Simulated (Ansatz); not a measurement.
# Quasiparticle gap of RbSb4F13 (I4/m), part 3 of 4

How far does one-shot GW move the PBE gap of RbSb4F13 (I4/m)?

Ansatz 0.2.0; PBE, then G0W0 on it, plane waves, PAW. Known limits of the many-body steps: finite bands, screening cutoff and k mesh; no spin-orbit coupling in G0W0; screening cutoff under 40 eV in some runs.

So far. Step 3 (Bands along the symmetry lines): Over mesh and path the gap is 4.737 eV, from k = (-0.750, 0.250, 0.250) to k = (-0.293, -0.293, 0.293). The least direct gap found is 4.803 eV, at k = (-0.750, 0.250, 0.250). On the 4×4×4 mesh alone the same run gives 4.755 eV, so that mesh misses an edge of PBE: 4.755 − 4.737 = +0.018 eV.

## 4. The quasiparticle correction

G0W0 replaces the xc potential by a self-energy built once from the orbitals of the start. Levels are corrected in the window of bands that the input names, at points of the mesh.

This step: G0W0 on PBE, plane waves, PAW; PAW set soft_1.

input.yaml reads:

```yaml
crystal:
  lattice:
    - [-4.8175, 4.8175, 3.2815]
    - [4.8175, -4.8175, 3.2815]
    - [4.8175, 4.8175, -3.2815]
  atoms:
    - { symbol: Rb, position: [0.5, 0.5, 0.0] }
    - { symbol: Sb, position: [0.0063970689, 0.2770921314, 0.2834892002] }
    - { symbol: Sb, position: [0.2770921314, 0.9936029311, 0.2706950625] }
    - { symbol: Sb, position: [0.9936029311, 0.7229078686, 0.7165107998] }
    - { symbol: Sb, position: [0.7229078686, 0.0063970689, 0.7293049375] }
    - { symbol: F, position: [0.0, 0.0, 0.0] }
    - { symbol: F, position: [0.5614796371, 0.8766087358, 0.4380883729] }
    - { symbol: F, position: [0.8766087358, 0.4385203629, 0.3151290987] }
    - { symbol: F, position: [0.4385203629, 0.1233912642, 0.5619116271] }
    - { symbol: F, position: [0.1233912642, 0.5614796371, 0.6848709013] }
    - { symbol: F, position: [0.4300990428, 0.3344864191, 0.3207384218] }
    - { symbol: F, position: [0.3344864191, 0.0137479972, 0.9043873762] }
    - { symbol: F, position: [0.0137479972, 0.109360621, 0.6792615782] }
    - { symbol: F, position: [0.109360621, 0.4300990428, 0.0956126238] }
    - { symbol: F, position: [0.5699009572, 0.6655135809, 0.6792615782] }
    - { symbol: F, position: [0.6655135809, 0.9862520028, 0.0956126238] }
    - { symbol: F, position: [0.9862520028, 0.890639379, 0.3207384218] }
    - { symbol: F, position: [0.890639379, 0.5699009572, 0.9043873762] }
kpoints:
  mp_grid: { grid: [4, 4, 4] }
hamiltonian:
  xc: pbe
  pseudopotentials: { kind: paw, azcp: { folder: soft_1 } }
scf:
  occupations: { method: fixed }
gw:
  n_empty_bands: 1025
  ecut_chi: 130.0
  qp_bands: [v4, c4]
  qp_kpoints: band_edges
  screening: { model: contour_deformation }
```

Launch:

```
> ansatz run input.yaml --threads 2 --pin off --max-ram 92160MiB --backend cuda --events-out ev --progress --plain --runs-dir out --devices 1 --max-vram 13GiB
```

Numbers of over 12 decimals in the logs are rounded to 6 here.

Log:

```text
GPUs: using 1 of 1 available (devices: 1).
[...]
GPU FFT provider: cuFFT
GPU libraries: cuBLAS 13.8.2, cuFFT 12.4.0, cuSOLVER 12.3.4
Crystal: 18 atoms, lattice volume = 304.632 Å³
Basis set: ecut = 420 eV, 5959 PW (Γ)
Bands: 98, of which v1, the nominal top of the filled ones, is band 80 counted from 1 (79 counted from 0)
Symmetry: 8 space group operations
[...]
k-points: 14 of 64
[...]
GPU buffer pool allocated for 157464 grid points (all kernels)
[...]
SCF iter   1: F=—  HF=-39728.626187 eV  |F-HF|=—  |Δ(HF+E_count)|=         —  Δρ=9.62e-2  dr2=2.50e1  ethr=3.10e-3  ⟨swp⟩=4.6  Hψ=5383  notcnv=0  defer=207
[...]
SCF iter  11: F=-39720.304936 eV  HF=-39720.304936 eV  |F-HF|=2.94e-8  |Δ(HF+E_count)|=   1.18e-6  Δρ=5.07e-6  dr2=6.93e-8  ethr=6.25e-11  ⟨swp⟩=13.0  Hψ=7510  notcnv=0
SCF 1 converged in 11 iterations: F = -39720.304936 eV  dr2 = 6.93e-8
[...]
the band table was solved once the SCF had ended and its energy, with any forces and stress, was formed, with the checks that follow a solve (5577 applications of the Hamiltonian). They found nothing against the state; the energy, forces and stress were not computed again (output.eigenvalues in the input reference)
[...]
G₀W₀ screening: q 1/14
[... further progress lines ...]
[...]
SCF converged after 11 iterations
Free energy (F): -39720.304936 eV
[...]
Internal energy: -39720.304936 eV  (E = F + TS)
E sigma→0 (E₀):  -39720.304936 eV
Fermi energy:    2.887139 eV
[...]
--- Band table (eV; the first three rows and the last of 14) ---
  k-point 0: bands = [... 76 lower, 2.3638, 2.5839, 2.8071, 2.8071, 7.9606, 8.5321, 8.5419, 8.5419, ... 14 higher]
  k-point 1: bands = [... 76 lower, 2.3593, 2.6182, 2.7208, 2.8481, 8.0117, 8.2404, 8.4630, 8.7223, ... 14 higher]
  k-point 2: bands = [... 76 lower, 2.3556, 2.5773, 2.6713, 2.8735, 8.1310, 8.1987, 8.3819, 8.4111, ... 14 higher]
  k-point 13: bands = [... 76 lower, 2.5018, 2.7293, 2.7293, 2.8096, 7.8601, 7.8801, 7.9043, 8.8310, ... 14 higher]
--- G₀W₀: contour deformation, 6 samples at zero and on the imaginary axis and 2 off it, 64 q-points, 1025 empty bands' worth ---
  eigenvalues of the whole cell's RPA ε∞ on this k-mesh (on a slab, of 1 + 4πα/V) = 2.3879, 2.6309, 2.6309; static W/v taken at q = 0 is 0.393859
  gw.qp_kpoints: band_edges: 14 of 14 stored k-points solved, in 1 pass; an edge of the gap read off the rows below is read off those points alone
    ik  band        ε_KS         Σx   Σc(E_QP)       V_xc       Z   E_QP_lin       E_QP  E_QP is
     0    77      2.3638   -31.7317     6.5567   -23.6901  0.7274     0.8302     0.8788  root
     0    78      2.5839   -24.7729     2.9683   -20.3079  0.7904     1.0585     1.0872  root
     0    79      2.8071   -25.1597     3.0390   -20.6918  0.7882     1.3530     1.3784  root
     0    80      2.8071   -25.1597     3.0390   -20.6918  0.7882     1.3530     1.3784  root
     0    81      7.9606   -12.3732    -2.8471   -16.4500  0.8220     9.2043     9.1903  root
     0    82      8.5321    -9.3406    -3.5362   -14.1405  0.8280     9.8134     9.7958  root
     0    83      8.5419   -10.0996    -3.3265   -14.6937  0.8256     9.8269     9.8095  root
     0    84      8.5419   -10.0996    -3.3265   -14.6937  0.8256     9.8269     9.8095  root
     1    77      2.3593   -31.7314     6.5563   -23.6903  0.7274     0.8259     0.8745  root
     1    78      2.6182   -24.8980     3.0358   -20.3822  0.7886     1.1099     1.1381  root
     1    79      2.7208   -25.5546     3.2520   -20.8727  0.7844     1.2644     1.2909  root
     1    80      2.8481   -25.4430     3.0786   -20.9315  0.7886     1.3901     1.4153  root
     1    81      8.0117   -11.8827    -2.9505   -16.0556  0.8238     9.2481     9.2342  root
     1    82      8.2404    -9.6376    -3.3542   -14.2135  0.8292     9.4775     9.4621  root
     1    83      8.4630   -10.8604    -3.1356   -15.2675  0.8223     9.7518     9.7345  root
     1    84      8.7223   -10.4857    -3.4429   -15.1988  0.8243    10.0099     9.9926  root
     2    77      2.3556   -31.7357     6.5554   -23.6955  0.7274     0.8221     0.8708  root
     2    78      2.5773   -26.8259     3.9004   -21.5063  0.7724     1.1287     1.1582  root
     2    79      2.6713   -25.4305     3.2191   -20.7578  0.7854     1.1901     1.2176  root
     2    80      2.8735   -25.5632     3.0716   -21.0479  0.7899     1.4047     1.4299  root
     2    81      8.1310    -9.6489    -3.3201   -14.1756  0.8299     9.3523     9.3377  root
     2    82      8.1987   -11.0486    -3.2160   -15.5111  0.8266     9.4603     9.4452  root
     2    83      8.3819   -11.2541    -3.0757   -15.5322  0.8226     9.5988     9.5843  root
     2    84      8.4111   -11.2786    -3.0304   -15.5823  0.8207     9.7015     9.6843  root
     3    77      2.3584   -31.5044     6.4369   -23.5818  0.7295     0.8246     0.8727  root
     3    78      2.6381   -25.2695     3.1479   -20.6490  0.7871     1.1373     1.1655  root
     3    79      2.7919   -25.2136     3.0655   -20.7204  0.7876     1.3388     1.3643  root
     3    80      2.8128   -25.4795     3.1311   -20.9180  0.7872     1.3569     1.3825  root
     3    81      7.8790   -11.1656    -2.9760   -15.3219  0.8270     9.0721     9.0593  root
     3    82      8.1391   -10.2427    -3.1939   -14.6389  0.8288     9.3555     9.3413  root
     3    83      8.4361   -10.0989    -3.2834   -14.6247  0.8273     9.6945     9.6784  root
     3    84      8.5502   -10.5724    -3.2966   -15.1344  0.8239     9.8329     9.8157  root
     4    77      2.3384   -31.4849     6.4482   -23.5487  0.7291     0.8019     0.8504  root
     4    78      2.6226   -26.0201     3.5311   -21.0476  0.7791     1.1525     1.1812  root
     4    79      2.6971   -25.6791     3.2842   -20.9556  0.7844     1.2309     1.2579  root
     4    80      2.8713   -25.5851     3.0937   -21.0561  0.7889     1.4109     1.4360  root
     4    81      7.8862    -9.6903    -3.1859   -14.0257  0.8329     9.0480     9.0356  root
     4    82      8.0611   -11.2256    -3.0525   -15.4824  0.8258     9.2791     9.2654  root
     4    83      8.3634   -10.7399    -3.1216   -15.1008  0.8245     9.6186     9.6027  root
     4    84      8.4295   -10.7707    -3.2485   -15.2600  0.8246     9.6862     9.6703  root
[...]
12    81      7.9666   -10.4402    -3.0907   -14.7270  0.8275     9.1766     9.1627  root
    12    82      8.0185   -10.9318    -3.1552   -15.2881  0.8287     9.2330     9.2196  root
    12    83      8.1086   -10.1752    -3.1644   -14.4633  0.8300     9.2443     9.2324  root
    12    84      8.6577   -10.6627    -3.2703   -15.2369  0.8216     9.9804     9.9615  root
    13    77      2.5018   -25.9066     3.3923   -21.0323  0.7840     0.9907     1.0199  root
    13    78      2.7293   -25.7784     3.3751   -20.9979  0.7808     1.2975     1.3239  root
    13    79      2.7293   -25.7784     3.3751   -20.9979  0.7808     1.2975     1.3239  root
    13    80      2.8096   -26.5811     3.4484   -21.6984  0.7844     1.3494     1.3755  root
    13    81      7.8601   -10.7189    -3.1253   -15.0071  0.8310     9.0350     9.0229  root
    13    82      7.8801   -10.7172    -3.0056   -14.9114  0.8269     9.0821     9.0686  root
    13    83      7.9043    -9.6015    -3.1924   -13.8677  0.8342     8.9885     8.9781  root
    13    84      8.8310   -10.5793    -3.3682   -15.2813  0.8206    10.1853    10.1647  root
```

Run time: 5.2 min. Hardware: 1 × NVIDIA H100 80GB HBM3 (shared by 6 runs) with 2 threads of AMD EPYC 7R13 (Zen 3), shared host; peak memory 5.4 GiB; 9.1 min of CPU time.

Numbers from this step:

| Property | Result |
| --- | --- |
| bands summed | 1105 |
| RPA ε∞ on this mesh (eigenvalues) | 2.388, 2.631, 2.631 |
| plane waves in the screening matrix | 999 |
| q-points in the mesh | 64 |
| G0W0 gap over the corrected points | 7.321 eV |
| k of the valence top | 0.25, 0.25, 0.25 |
| k of the conduction bottom | 0.25, 0.25, -0.25 |
| starting gap on the mesh | 4.755 eV |
| Z at the valence top | 0.7903 |
| Z at the conduction bottom | 0.8304 |
| least direct G0W0 gap over the corrected points | 7.347 eV |

Over all 14 irreducible mesh points the G0W0 gap is 7.321 eV, from k = (0.250, 0.250, 0.250) to k = (0.250, 0.250, -0.250). The PBE gap of this run on the mesh is 4.755 eV. The two states that bound the G0W0 gap lie that far apart at the start, so the correction of the gap is 7.321 − 4.755 = +2.566 eV.

Labels follow the order of the start: v1 is the top filled band, c1 the lowest empty one; levels that stay degenerate share a row, the window can cut a multiplet, doubted levels are not marked in this list, bands outside the window were not corrected, and the list may be a part of the corrected levels. Levels before and after the correction, in eV, zero at the valence-band top of each column:

```
           conduction bottom  valence top
Kohn-Sham               4.76         0.00
     G0W0               7.32         0.00
```

```
                             level  occupation  energy (eV)
Kohn-Sham   (0.25 0.25 0.25) v3-v2           2       -0.251
Kohn-Sham      (0.25 0.25 0.25) v1           2        0.000
Kohn-Sham      (0.25 0.25 0.25) c1           0        4.803
Kohn-Sham   (0.25 0.25 0.25) c2-c3           0        5.329
Kohn-Sham     (0.25 0.25 -0.25) v3           2       -0.152
Kohn-Sham  (0.25 0.25 -0.25) v2-v1           2       -0.101
Kohn-Sham     (0.25 0.25 -0.25) c1           0        4.755
Kohn-Sham     (0.25 0.25 -0.25) c2           0        5.313
Kohn-Sham     (0.25 0.25 -0.25) c3           0        5.433
     G0W0   (0.25 0.25 0.25) v3-v2           2       -0.248
     G0W0      (0.25 0.25 0.25) v1           2        0.000
     G0W0      (0.25 0.25 0.25) c1           0        7.347
     G0W0   (0.25 0.25 0.25) c2-c3           0        7.958
     G0W0     (0.25 0.25 -0.25) v3           2       -0.170
     G0W0  (0.25 0.25 -0.25) v2-v1           2       -0.080
     G0W0     (0.25 0.25 -0.25) c1           0        7.321
     G0W0     (0.25 0.25 -0.25) c2           0        7.921
     G0W0     (0.25 0.25 -0.25) c3           0        8.129
```

The parts of the quasiparticle energy for the two states that bound the G0W0 gap, in eV on the run's own scale (QP = start + Σx + Σc − Vxc, with Σc at the quasiparticle energy):

```
             edge                       k  band  start       Σx      Σc      Vxc      Z     QP
      valence top   (0.250, 0.250, 0.250)    80  2.887  −25.522   3.036  −21.046  0.790  1.447
conduction bottom  (0.250, 0.250, -0.250)    81  7.642  −10.682  −2.930  −14.738  0.830  8.768
```

[end of part 3 of 4]

[Paths, hosts, dates, memory and timing lines, banners, echoed tables and standing remarks are left out of the program output.]

[Logs are printed without paths, hosts, clocks, repeated set-up lines and the standing remarks that a program may print on its own settings, such as how far it seeks lower states.]

[Runs of the session that timed out or met a known fault of the program may be left out.]

[Cells called generated may have been cut or substituted from an entry of the Crystallography Open Database or the Materials Project.]

[Hosts, paths, dates, database ids (printed as entryN), source tags and the programs' standing remarks are cut or masked in the printed files.]

[Where an RPA ε∞ is given, it is that of the G0W0 mesh and is not shown converged in it. Names of k-points follow the symmetry that the program found, which can be lower than the space group named. Band edges on a path are those of the sampled points; other points can move an edge, and change direct to indirect where valleys lie close.]

[Hybrid gaps are those of their k-mesh and are not shown converged in it.]
